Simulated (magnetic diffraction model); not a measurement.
# ErCu2Sn2: what an assumed order does to the neutron pattern

Space group I4/mmm (no. 139), a = 4.4060 Å, c = 10.5960 Å.

| site | atom | x | y | z |
| --- | --- | --- | --- | --- |
| 2a | Er | 0 | 0 | 0 |
| 4e | Sn | 1/2 | 1/2 | 0.1121 |
| 4d | Cu | 0 | 1/2 | 1/4 |

The compound is invented for this exercise: a known structure type with other elements, its cell scaled to their sizes and not relaxed.

Only Er is taken to order (form factors of Er3+); orders and moment sizes are assumed, and not adapted to the symmetry. Radiation: neutrons of λ = 1.909 Å, 3° to 100°; isotropic B of 0.12 Å² (Er), 0.1 Å² (Sn) and 0.17 Å² (Cu). The intensities are simulated: I ∝ L Σ (|F_N|² + |F_M⊥|²) for unpolarised neutrons, with F_M = 2.695 fm/μB × Σ f(s) S exp(2πi Q·r) exp(−B s²) at Q = H ± k (one set where k and −k are equivalent), only the part normal to Q counting and L = 1/(sin²θ cos θ). For collinear order S is the moment m, which repeats by lattice and centring translations R with the sign exp(−2πi k·R). Form factors are spin-only for 3d ions and dipole or tabulated for f ions, scattering lengths are Sears's of 1992, and absorption is left out. A label names one of the reflections at its angle. The strongest nuclear line in the range is 100, and lines under 0.2 are left out.

Assume the order k = (1/2 1/2 0), collinear moments along [001], 7.4 μB on Er.

Predict the pattern, nuclear and magnetic parts apart.

```tsv
2θ (°)	index	nuclear	magnetic
17.62	(1/2 1/2 0)	0.0	76.4
20.47	(1/2 -1/2 1)	0.0	83.2
20.76	(0 0 2)	4.6	0.0
27.14	(1 0 1)	1.0	0.0
27.36	(1/2 1/2 2)	0.0	25.5
35.68	(1 1 0)	2.4	0.0
36.20	(1/2 -1/2 3)	0.0	8.1
40.06	(3/2 -1/2 0)	0.0	26.4
40.53	(1 0 3)	33.4	0.0
41.49	(3/2 1/2 1)	0.0	45.7
41.64	(1 1 2)	100.0	0.0
42.24	(0 0 4)	5.0	0.0
45.54	(3/2 -1/2 2)	0.0	31.0
46.10	(1/2 1/2 4)	0.0	3.0
51.35	(2 0 0)	69.5	0.0
51.74	(3/2 1/2 3)	0.0	18.2
54.72	(3/2 3/2 0)	0.0	6.5
55.85	(3/2 -3/2 1)	0.0	11.9
55.97	(2 0 2)	3.0	0.0
56.45	(1 1 4)	35.3	0.0
56.81	(1/2 -1/2 5)	0.0	1.2
59.04	(2 1 1)	0.5	0.0
59.16	(3/2 3/2 2)	0.0	9.3
59.62	(3/2 -1/2 4)	0.0	10.1
59.97	(1 0 5)	31.9	0.0
64.43	(3/2 -3/2 3)	0.0	6.5
65.43	(0 0 6)	3.4	0.0
67.05	(5/2 1/2 0)	0.0	8.0
67.38	(2 1 3)	29.0	0.0
68.06	(5/2 -1/2 1)	0.0	15.1
68.36	(1/2 1/2 6)	0.0	0.6
68.60	(2 0 4)	9.0	0.0
68.92	(3/2 1/2 5)	0.0	5.5
71.04	(5/2 1/2 2)	0.0	12.7
71.46	(3/2 3/2 4)	0.0	4.3
75.58	(2 2 0)	39.1	0.0
75.89	(5/2 -1/2 3)	0.0	9.7
76.82	(1 1 6)	18.1	0.0
78.34	(5/2 -3/2 0)	0.0	5.6
79.28	(5/2 3/2 1)	0.0	10.7
79.39	(2 2 2)	1.8	0.0
79.57	(3/2 -1/2 6)	0.0	3.1
80.10	(3/2 -3/2 5)	0.0	2.7
80.92	(1/2 -1/2 7)	0.0	0.3
82.11	(5/2 -3/2 2)	0.0	9.3
82.52	(5/2 1/2 4)	0.0	7.0
82.82	(2 1 5)	41.7	0.0
83.63	(1 0 7)	1.4	0.0
```
(The table stops after 48 lines; 12 more lie at higher angle.)

The strongest magnetic line in the range is (1/2 -1/2 1) at 20.47° (83.2). On top of the Lorentz factor, which all lines share, magnetic lines fade with angle because f falls: for Er3+ it is 0.96, 0.86, 0.73 and 0.47 at sin θ/λ = 0.1, 0.2, 0.3 and 0.5 Å⁻¹, while nuclear lengths stay constant. The order has no net moment.

[Logs are printed without paths, hosts, clocks, repeated set-up lines and the standing remarks that a program may print on its own settings, such as how far it seeks lower states.]
